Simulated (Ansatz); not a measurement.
# Tc of Bi2Pd (I4/mmm) from its phonons, part 2 of 2

Aim: the phonon-mediated transition temperature of Bi2Pd (I4/mmm) at ambient pressure, over a range of μ*. The cell shown first is a relaxed one, from steps not shown here.

Ansatz 0.2.0; DFT PBEsol, scalar-relativistic, plane waves, PAW; PAW set soft_1.

So far, log mean phonon energy ħω_log (meV): step 2 (coupling and resistivity: q 3×3×3, k 9×9×9, scattering …) 6.07; step 3 (k-mesh 12×12×12, q mesh 4×4×4) 5.83.

## 4. Electron–phonon run: q 6×6×6, k 18×18×18, scattering 24×24×24

The next rung changes the q mesh, which sets the reach of the force constants and couplings; the k mesh of the density and its response; the scattering mesh, which samples the Fermi surface.

Input file input.yaml:

```yaml
crystal:
  lattice:
    - [-1.680986773, 1.680986773, 6.3948898169]
    - [1.680986773, -1.680986773, 6.3948898169]
    - [1.680986773, 1.680986773, -6.3948898169]
  atoms:
    - { symbol: Bi, position: [0.3630624038, 0.3630624038, 0.0] }
    - { symbol: Bi, position: [0.6369375962, 0.6369375962, 0.0] }
    - { symbol: Pd, position: [0.0, 0.0, 0.0] }
kpoints:
  mp_grid: { grid: [18, 18, 18] }
hamiltonian:
  xc: pbesol
  pseudopotentials: { kind: paw, azcp: { folder: soft_1 }, xc_functional: pbe }
scf:
  occupations: { method: methfessel_paxton, width: 0.2 }
output:
  eigenvalues: true
phonons:
  method: dfpt
  qmesh: [6, 6, 6]
  temperatures: { t_max: 1000, t_step: 50 }
  qpath:
    path:
      - [0.0, 0.0, 0.0]
      - [0.0, 0.0, 0.5]
      - [0.25, 0.25, 0.25]
      - [0.0, 0.5, 0.0]
      - [0.0, 0.0, 0.0]
      - [0.5, 0.5, -0.5]
    npoints: 6
  electrical_resistivity:
    mesh: [24, 24, 24]
    temperatures: [20.0, 50.0, 80.0, 100.0, 150.0, 200.0, 273.0, 300.0, 400.0, 500.0, 600.0, 800.0]
  superconductivity: { mesh: [24, 24, 24] }
```

Started as:

```
ansatz run input.yaml --threads 16 --pin off --max-ram 92160MiB --backend cuda --events-out ev --progress --plain --runs-dir out --max-vram 78GiB
```

Numbers of over 12 decimals in the logs are rounded to 6 here.

The program printed:

```text
[...]
Crystal: 3 atoms, lattice volume = 72.281 Å³
Basis set: ecut = 420 eV, 1417 PW (Γ), exchange–correlation on 96×96×96 points (8 copies of the dense FFT grid, shifted against one another)
Bands: 29, of which v1, the nominal top of the filled ones, is band 24 counted from 1 (23 counted from 0)
Symmetry: 16 space group operations
k-points: 480 of 5832
[...]
SCF iter   1: F=—  HF=-31400.690611 eV  |F-HF|=—  |Δ(HF+E_count)|=         —  Δρ=1.79e-1  dr2=4.42e1  ethr=3.10e-3  ⟨swp⟩=5.6  Hψ=54324  notcnv=0
[...]
SCF iter   2: F=—  HF=-31397.717002 eV  |F-HF|=—  |Δ(HF+E_count)|=    2.97e0  S|Δr|=    0.00e0  Δρ=8.70e-2  dr2=1.20e1  ethr=3.10e-3  ⟨swp⟩=2.0  Hψ=31216  notcnv=0
[...]
SCF iter  13: F=-31396.344839 eV  HF=-31396.344839 eV  |F-HF|=0.00e0  |Δ(HF+E_count)|=  3.64e-12  S|Δr|=    0.00e0  Δρ=4.89e-8  dr2=1.68e-12  ethr=1.00e-12  ⟨swp⟩=5.6  Hψ=61921  notcnv=0
the search or the solves at the SCF's close seem to have found levels that the self-consistency loop had missed (the run counts 1). By its estimate they hold under 1e-12 electrons; where the run keeps them, the occupations were computed again with them
SCF 1 converged in 13 iterations: F = -31396.344839 eV  dr2 = 1.68e-12
[...]
SCF iter   1: F=—  HF=-31396.344612 eV  |F-HF|=—  |Δ(HF+E_count)|=         —  Δρ=4.61e-7  dr2=1.10e-10  ethr=3.32e-8  ⟨swp⟩=3.9  Hψ=96389  notcnv=0
[...]
SCF 2 converged in 4 iterations: F = -31396.344839 eV  dr2 = 3.30e-12
[...]
SCF 3 converged in 13 iterations: F = -31396.344839 eV  dr2 = 1.70e-12
[...]
SCF converged after 13 iterations
[...]
not converged in the mesh (λ; λ_tr; the resistivity at 20 K by 3.69 %; the resistivity at 50 K by 2.99 %; the resistivity at 80 K by 2.90 %; the resistivity at 100 K by 2.88 %; the resistivity at 150 K by 2.84 %; the resistivity at 200 K by 2.75 %; the resistivity at 273 K by 2.56 %; the resistivity at 300 K by 2.49 %; the resistivity at 400 K by 2.22 %): between neighbouring meshes, the two finest first, λ moves b [...]
  vibrations of 216 cells: unjudged by the run; compare a larger repeat
[...]
--- Superconductivity: potentials and phonons of a 6×6×6 supercell ---
           mesh         λ    ħω_log (meV)  μ* declared at (meV)
       24×24×24    0.8721           5.873                7.423
       12×12×12    0.8432           5.928                7.455
          6×6×6    0.8381           6.042                7.561
  λ by the species' shares of the modes' patterns: Bi 0.5863, Pd 0.2859
[...]
0.08      4.219         4.479         4.227         4.222         4.333         4.326          4.326
      0.10      3.773         3.984         3.690         3.685         3.801         3.795          3.795
      0.12      3.341         3.511         3.188         3.184         3.304         3.299          3.299
      0.13      3.131         3.283         2.950         2.947         3.069         3.065          3.065
      0.14      2.925         3.061         2.722         2.719         2.844         2.839          2.839
      0.16      2.528         2.636         2.295         2.292         2.421         2.417          2.417
      0.20      1.799         1.865         1.559         1.557         1.690         1.688          1.688
[...]
not converged in the mesh (λ, the transition temperature): between neighbouring meshes, the two finest first, λ moves by 3.31 % and 0.61 % and the anisotropic transition temperature over the full bandwidth at μ* = 0.13 by 6.08 % and 4.20 %; converged means that the two finest part by at most 2.00 % and 5.00 %
  vibrations of 216 cells: unjudged by the run; compare a larger repeat
[...]
```

Elapsed: 14 min, on 1 × NVIDIA GB200 with 16 threads of Arm Neoverse V2, shared host; peak memory 30 GiB; 64 min of CPU time.

Numbers from this step:

* zero-point energy: 0.04035 eV/cell
* highest frequency, solved or plainly interpolated: 114.8 cm⁻¹
* Debye temperature (second moment): 143 K
* resistivity at 300 K: 24.78 μΩ cm, mean of the axes
* coupling constant λ: 0.8721
* density of states at the Fermi level: 0.639 states/eV a spin and cell
* log mean phonon energy ħω_log: 5.873 meV
* transport coupling constant λ_tr: 0.9684, 0.9684, 0.8586 (xx, yy, zz)
* Drude plasma energy: 6.899, 6.899, 5.931 eV (xx, yy, zz)
* resistivity times mean free path: 10.96, 10.96, 13.01 × 10⁻¹⁶ Ω m² (xx, yy, zz)
* second-moment phonon energy ħω₂: 7.423 meV

Transition temperatures:

```csv
μ*,McMillan Tc (K),Allen–Dynes Tc (K),isotropic Fermi-surface Tc (K),isotropic full bandwidth Tc (K),anisotropic Fermi-surface Tc (K),anisotropic full bandwidth Tc (K),anisotropic narrow window Tc (K)
0.08,4.22,4.48,4.23,4.22,4.33,4.33,4.33
0.1,3.77,3.98,3.69,3.69,3.8,3.79,3.79
0.12,3.34,3.51,3.19,3.18,3.3,3.3,3.3
0.13,3.13,3.28,2.95,2.95,3.07,3.06,3.06
0.14,2.93,3.06,2.72,2.72,2.84,2.84,2.84
0.16,2.53,2.64,2.29,2.29,2.42,2.42,2.42
0.2,1.8,1.86,1.56,1.56,1.69,1.69,1.69
```

The Eliashberg function α²F has structure finer than the step of the table below, so its rows give means over 0.5 meV, whole bins alone (the curve runs from 0.055 to 14.1 meV). Peaks (meV: height): α²F 3.48: 0.481, 5.47: 0.286, 7.46: 0.312, 9.99: 0.676, 12.54: 0.467, 13.53: 0.36; α²F tr 3.48: 0.608, 5.47: 0.302, 7.46: 0.3, 9.99: 0.621, 12.64: 0.476, 13.64: 0.385.

Eliashberg function α²F against phonon energy; means over each step:

```csv
phonon energy (meV),α²F,α²F tr
0.5,2.6e-4,6.0e-5
1.0,0.00160,5.8e-4
1.5,0.00453,0.00241
2.0,0.0106,0.00700
2.5,0.0281,0.0234
3.0,0.238,0.314
3.5,0.415,0.523
4.0,0.336,0.407
4.5,0.211,0.252
5.0,0.178,0.210
5.5,0.245,0.259
6.0,0.225,0.226
6.5,0.242,0.238
7.0,0.259,0.247
7.5,0.261,0.246
8.0,0.129,0.114
8.5,0.167,0.152
9.0,0.254,0.245
9.5,0.341,0.328
10.0,0.568,0.503
10.5,0.247,0.214
11.0,0.0758,0.0538
11.5,0.118,0.0772
12.0,0.225,0.182
12.5,0.412,0.419
13.0,0.264,0.270
13.5,0.316,0.337
```

The Eliashberg function α²F has structure finer than the step of the table below, so its rows give means over 0.5 meV, whole bins alone (the curve runs from 0.055 to 14.1 meV). Peaks (meV: height): α²F 3.48: 0.481, 5.47: 0.286, 7.46: 0.312, 9.99: 0.676, 12.54: 0.467, 13.53: 0.36; Bi 3.48: 0.279, 7.46: 0.293, 9.99: 0.481, 12.54: 0.268; Pd 3.48: 0.202, 5.47: 0.110, 10.11: 0.224, 12.54: 0.198, 13.53: 0.250.

Table of Eliashberg function α²F by phonon energy; means over each step:

```csv
phonon energy (meV),α²F,Bi,Pd
0.5,2.6e-4,1.9e-4,4.3e-5
1.0,0.00160,0.00124,3.1e-4
1.5,0.00453,0.00361,9.3e-4
2.0,0.0106,0.00850,0.00214
2.5,0.0281,0.0219,0.00622
3.0,0.238,0.142,0.0963
3.5,0.415,0.245,0.170
4.0,0.336,0.200,0.136
4.5,0.211,0.123,0.0875
5.0,0.178,0.108,0.0700
5.5,0.245,0.162,0.0830
6.0,0.225,0.174,0.0505
6.5,0.242,0.191,0.0519
7.0,0.259,0.217,0.0416
7.5,0.261,0.243,0.0183
8.0,0.129,0.120,0.00945
8.5,0.167,0.155,0.0118
9.0,0.254,0.215,0.0384
9.5,0.341,0.264,0.0777
10.0,0.568,0.404,0.164
10.5,0.247,0.164,0.0827
11.0,0.0758,0.0473,0.0285
11.5,0.118,0.0811,0.0368
12.0,0.225,0.146,0.0794
12.5,0.412,0.237,0.175
13.0,0.264,0.129,0.135
13.5,0.316,0.108,0.208
```

Anisotropic full-bandwidth solution, weighted at the Fermi level. Gaps:

```csv
mu*,T (K),mean gap (meV),5 % (meV),95 % (meV),mean Z
0.1,0.949,0.608,0.505,0.725,1.85
0.1,1.9,0.583,0.483,0.696,1.85
0.1,2.85,0.476,0.392,0.568,1.85
0.1,3.42,0.324,0.266,0.388,1.86
0.13,0.766,0.48,0.392,0.586,1.85
0.13,1.53,0.46,0.374,0.562,1.85
0.13,2.3,0.374,0.303,0.458,1.86
0.13,2.76,0.254,0.205,0.312,1.87
0.16,0.604,0.371,0.295,0.465,1.86
0.16,1.21,0.354,0.281,0.445,1.86
0.16,1.81,0.287,0.226,0.362,1.86
0.16,2.18,0.195,0.153,0.247,1.87
```

Table of dTc/da2F by phonon energy:

```csv
phonon energy (meV),dTc/da2F (K/meV)
0.5,1.95
1.0,3.19
1.5,3.72
2.0,3.86
2.5,3.80
3.0,3.66
3.5,3.49
4.0,3.33
4.5,3.16
5.0,3.00
5.5,2.85
6.0,2.71
6.5,2.57
7.0,2.45
7.5,2.34
8.0,2.23
8.5,2.14
9.0,2.05
9.5,1.96
10.0,1.88
10.5,1.81
11.0,1.74
11.5,1.67
12.0,1.61
12.5,1.55
13.0,1.50
13.5,1.44
14.0,1.40
```

The share of the Fermi-level states by lambda of a state:

```csv
lambda of a state,share of the Fermi-level states
0.516,5.0e-4
0.551,0.0049
0.586,1.0e-4
0.622,0.0128
0.657,0.0067
0.692,0.0282
0.727,0.079
0.763,0.127
0.798,0.115
0.833,0.102
0.868,0.125
0.904,0.0935
0.939,0.0897
0.974,0.0671
1.010,0.0299
1.040,0.0227
1.080,0.0161
1.120,0.0238
1.150,0.0305
1.190,0.0104
1.220,0.015
1.260,5.0e-4
1.290,0
1.330,0
```

## 5. Summary of results

* meshes: q 6×6×6, k 18×18×18, scattering 24×24×24
* coupling constant λ: 0.872
* log mean phonon energy ħω_log: 5.87 meV
* Allen–Dynes Tc at μ* = 0.1: 3.98 K
* Allen–Dynes Tc at μ* = 0.13: 3.28 K
* anisotropic Eliashberg Tc at μ* = 0.1: 3.79 K
* anisotropic Eliashberg Tc at μ* = 0.13: 3.06 K

In words: In the last run (PBEsol, q 6×6×6, k 18×18×18, scattering 24×24×24), with λ = 0.87 and ħω_log = 5.87 meV, Tc at μ* = 0.13 is 3.1 K by McMillan's formula, 3.3 K by Allen and Dynes's and 3.1 K by the anisotropic Eliashberg equations. Raising μ* from 0.10 to 0.16 lowers the Allen–Dynes value from 4.0 to 2.6 K. The mean gap at a quarter of Tc gives 2Δ/k_B Tc = 3.64, against 3.53 in weak-coupling theory. The gap spreads from 0.39 to 0.59 meV over nine tenths of the Fermi surface. By the run's own test λ is not converged in the fine mesh: it moves by 3 % between the two finest. The run's transport test calls it not converged in the mesh; ρ(300 K) moves by 2 % in the component that moves most. λ of these runs moves by 0 to 3 % between their two finest meshes, and Tc by more, so small gaps between the runs or to the measured value rank nothing. Over the runs, λ takes the values 0.840, 0.873 and 0.872, in the order shown. No spin–orbit coupling, which matters for Bi. μ* is a typed number, phonons are harmonic, and spin fluctuations are left out; at μ* = 0.13 McMillan's formula turns 1 % in λ into about 2.1 % in Tc.

Comparison with the measured values:

| quantity | measured | Allen–Dynes, PBEsol, q 3×3×3, fine 16×16×16 | Eliashberg, PBEsol, q 3×3×3, fine 16×16×16 | Allen–Dynes, PBEsol, q 4×4×4, fine 16×16×16 | Eliashberg, PBEsol, q 4×4×4, fine 16×16×16 | Allen–Dynes, PBEsol, q 6×6×6, fine 24×24×24 | Eliashberg, PBEsol, q 6×6×6, fine 24×24×24 |
| --- | --- | --- | --- | --- | --- | --- | --- |
| superconducting transition temperature (μ* = 0.13) (kelvin) | 5.1 | 3.12 (-38.8 %) | 2.92 (-42.7 %) | 3.27 (-35.9 %) | 3.06 (-40.0 %) | 3.28 (-35.7 %) | 3.06 (-40.0 %) |

Measured values from arxiv:2204.02327 (2022).

Verdict: For the superconducting transition temperature, of the levels listed nearest comes Allen–Dynes, PBEsol, q 6×6×6, fine 24×24×24 (-35.7 %, a clear miss) and farthest Eliashberg, PBEsol, q 3×3×3, fine 16×16×16 (-42.7 %, a clear miss). Limits of convergence are named above.

[Logs are printed without paths, hosts, clocks, repeated set-up lines and the standing remarks that a program may print on its own settings, such as how far it seeks lower states.]

[Hosts, paths, dates, database ids (printed as entryN), source tags and the programs' standing remarks are cut or masked in the printed files.]
